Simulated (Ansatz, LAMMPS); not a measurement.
# Zn34Te25S9 with crystalline order left by the classical run (68 atoms) under strain, part 3 of 3

How stiff is Zn34Te25S9 with crystalline order left by the classical run (68 atoms), and how do its levels respond to strain?

Ansatz 0.2.0; Kohn-Sham DFT, PBE, PAW (set soft_1), plane waves.

The cell: 34 Zn, 25 Te and 9 S. The quench rate of 5 K/ps far exceeds what a furnace or splat quench reaches. The network of bonds at the start is that of the classical potential that made the cell. Only the Γ point is sampled. No spin–orbit coupling is included.

So far. Step 11 (Compressed by 1 % along x): The relaxation converged after 3 steps, 0.0221 eV below its start, with a largest force component of 0.034 eV/Å. Step 11 (Compressed by 1 % along x): Compressed by 1 % along x: the energy stands 0.0304 eV above that of the reference, at a pressure of 0.313 GPa.

### Step 12. Sheared by 2 % in xy

A shear of the relaxed cell gives the modulus that volume changes can't reach.

Input file input.yaml:

```yaml
crystal:
  lattice:
    - [13.06233, 0.31046, 0.77223]
    - [0.2946, 11.47693, -0.237]
    - [0.76986, -0.22928, 12.92341]
  atoms:
    [... the 68 atom lines of step 4 ...]
kpoints:
  mp_grid: { grid: [1, 1, 1] }
hamiltonian:
  xc: pbe
  pseudopotentials: { kind: paw, azcp: { folder: soft_1 } }
scf:
  occupations: { method: gaussian, width: 0.025 }
output:
  forces: true
  eigenvalues: true
  stress: true
relax:
  f_tol: 0.05
  max_steps: 70
```

Launch:

```
> ansatz run input.yaml --threads 4 --pin off --max-ram 15872MiB --backend cpu --events-out ev --progress --plain --runs-dir out
```

Numbers of over 12 decimals in the logs are rounded to 6 here.

Output:

```text
[...]
Crystal: 68 atoms, lattice volume = 1928.595 Å³
Basis set: ecut = 420 eV, 37707 PW (Γ), exchange–correlation on 180×160×180 points (8 copies of the dense FFT grid, shifted against one another)
Bands: 518, of which v1, the nominal top of the filled ones, is band 431 counted from 1 (430 counted from 0)
Symmetry: 1 space group operations
[...]
k-points: 1
[...]
SCF iter   1: F=—  HF=-295497.954742 eV  |F-HF|=—  |Δ(HF+E_count)|=         —  Δρ=2.94e-2  dr2=1.99e1  ethr=3.10e-3  ⟨swp⟩=6.0  Hψ=2156  notcnv=0  defer=51
[...]
SCF iter   9: F=—  HF=-295494.101808 eV  |F-HF|=—  |Δ(HF+E_count)|=   1.73e-4  Δρ=3.27e-5  dr2=2.35e-5  ethr=1.67e-8  ⟨swp⟩=2.0  Hψ=741  notcnv=0  defer=83
SCF iter  10: F=-295494.101846 eV  HF=-295494.101853 eV  |F-HF|=7.19e-6  |Δ(HF+E_count)|=   4.52e-5  Δρ=2.67e-5  dr2=9.30e-6  ethr=2.73e-9  ⟨swp⟩=18.0  Hψ=3109  notcnv=0
SCF 1 converged in 10 iterations: F = -295494.101846 eV  dr2 = 9.30e-6
[...]
relax step   1: F+E_penalty+E_count = -295494.10184604 eV  Δ(F+E_penalty+E_count) = +0.000e0 eV  max|allowed force component| = 1.682e-1 eV/Å  Δτ_max = 0.0000 Å  (10 SCF iters, dr2 threshold 6.25e-5 eV, accepted)
[...]
relax step   2: F+E_penalty+E_count = -295494.11823597 eV  Δ(F+E_penalty+E_count) = -1.639e-2 eV  max|allowed force component| = 1.160e-1 eV/Å  Δτ_max = 0.0961 Å  (9 SCF iters, accepted)
[...]
relax step   3: F+E_penalty+E_count = -295494.13096164 eV  Δ(F+E_penalty+E_count) = -1.273e-2 eV  max|allowed force component| = 5.812e-2 eV/Å  Δτ_max = 0.0428 Å  (8 SCF iters, accepted)
relax step   4: F+E_penalty+E_count = -295494.08342896 eV  Δ(F+E_penalty+E_count) = +4.753e-2 eV  max|allowed force component| = 1.699e-1 eV/Å  Δτ_max = 0.2000 Å  (10 SCF iters, rejected (line search))
[...]
relax step   5: F+E_penalty+E_count = -295494.13312073 eV  Δ(F+E_penalty+E_count) = -2.159e-3 eV  max|allowed force component| = 1.283e-2 eV/Å  Δτ_max = 0.0409 Å  (9 SCF iters, accepted)
SCF converged after 9 iterations
Free energy (F): -295494.133121 eV
[...]
Internal energy: -295494.133121 eV  (E = F + TS)
E sigma→0 (E₀):  -295494.133121 eV
Fermi energy:    6.387989 eV
[...]
Σ components = -295494.133121   (vs F -295494.133121, Δ=0.00e0)
--- Forces (eV/Å), atoms counted from 1 ---
  atom   1  Zn    -0.00236969     0.00257558    -0.00033823
  atom   2  Zn     0.00087007    -0.00168229     0.00119234
  atom   3  Zn    -0.00137320    -0.00214535    -0.00215941
  atom   4  Zn    -0.00452960     0.00369417     0.00250680
[...]
atom  68  S      0.00299866     0.00176460    -0.00560487
  max |Σ_I F_I| component: 1.93e-5 eV/Å
--- Stress (GPa, compression-positive) ---
       -0.001572      -0.318170      -0.002822
       -0.318170      -0.003002      -0.006567
       -0.002822      -0.006567      -0.021629
  P = ⅓ Tr σ = -0.0087 GPa (-0.087 kbar)
--- Band table (eV) ---
[...]
--- Relaxed structure (5 steps of the walk, 4 accepted, 0 SCFs on fresh bases) ---
  F+E_penalty+E_count = -295494.13312073 eV   max|allowed force component| = 1.283e-2 eV/Å
  atoms:
    - { symbol: Zn, position: [0.644376, 0.336704, 0.200316] }
    - { symbol: Zn, position: [0.500922, 0.543236, 0.982182] }
    - { symbol: Zn, position: [0.031608, 0.391885, 0.748953] }
    - { symbol: Zn, position: [0.104245, 0.525385, 0.456484] }
[...]
- { symbol: S, position: [0.292554, -3.427148321504675e-5, 0.429485] }
```

It took 2.7 min on 4 threads of Arm Neoverse V2, shared host; peak memory 2.9 GiB; 10 min of CPU time.

The relaxation converged after 5 steps, 0.0313 eV below its start, with a largest force component of 0.013 eV/Å.

Sheared by 2 % in xy: the energy stands 0.0364 eV above that of the reference, at a pressure of -0.00873 GPa.

### Step 13. Pressure against volume

Atoms are relaxed at each volume, in the scaled cell.

```csv
volume change (%),volume (Å³/atom),energy change (meV/atom),pressure (GPa),largest move on relaxing (Å),bonds,gap (eV)
-10,25.528,29.58,3.27,1.04,127,0.494
-6,26.663,10.82,2.13,0.27,126,0.692
-3,27.514,2.55,0.99,0.12,126,0.815
+0,28.365,0.00,0.00,-,126,0.932
+3,29.215,2.43,-0.91,0.10,126,0.968
+6,30.066,9.05,-1.62,0.20,126,1.05
```

### Step 14. Uniaxial strain and shear

Stress (GPa, compression positive) less that of the relaxed cell, atoms relaxed:

```csv
strain,xx,yy,zz,xy,energy change (meV/atom)
stretched by 1 % along x,-0.523,-0.200,-0.185,0.003,0.41
compressed by 1 % along x,0.531,0.202,0.206,0.005,0.45
sheared by 2 % in xy,-0.024,0.014,-0.018,-0.314,0.54
```

### Step 15. Outcome

The bulk modulus, from the slope of pressure against ln V over the three points nearest the relaxed volume, is 31.7 GPa; between neighbouring points the slope runs 26, 36, 33, 31 and 25 GPa from the smallest volume up, without a steady fall, so no pressure derivative is given, and the cell yields more easily when compressed beyond -6 %. The count of bonds runs from 126 to 127 over the series, so at some points contacts cross the cutoffs. At -10 % some atom moved by over 0.5 Å on relaxing, so that point may sit in another local minimum. The gap goes from 0.494 eV at the smallest volume to 1.05 eV at the largest, +3.3 eV per unit of ln V by a straight line, on the run's k-points. In the Cartesian axes of the cell, finite differences give C11 = 52.7, C12 = 20.1, C13 = 19.5 and C66 = 15.7 GPa (the shear of 2 % is the engineering strain, εxy = 0.01). The mean of C11, C12 and C13, which equals the bulk modulus in a cubic or isotropic solid, is 30.8 GPa: it agrees with the bulk modulus within 10 %. For an isotropic solid C66 would equal (C11 − C12)/2 = 16.3 GPa; so small a sample needn't be isotropic, and C66 rests on one shear. With the bulk modulus and C66 as K and G, Young's modulus would be about 40 GPa and Poisson's ratio 0.29.

**Limits.** Strains are finite and relaxations stop at the force tolerance of the input, which can leave moduli too stiff; they are those of a static cell at zero temperature. Volumes are changed with the cell's shape held, so in an anisotropic solid the modulus lies over the one under free hydrostatic load. The program notes that the SCF threshold of the relaxations is loose for the stress.

The DFT runs together took 34 min of wall time.

[Logs are printed without paths, hosts, clocks, repeated set-up lines and the standing remarks that a program may print on its own settings, such as how far it seeks lower states.]

[Hosts, paths, dates, database ids (printed as entryN), source tags and the programs' standing remarks are cut or masked in the printed files.]
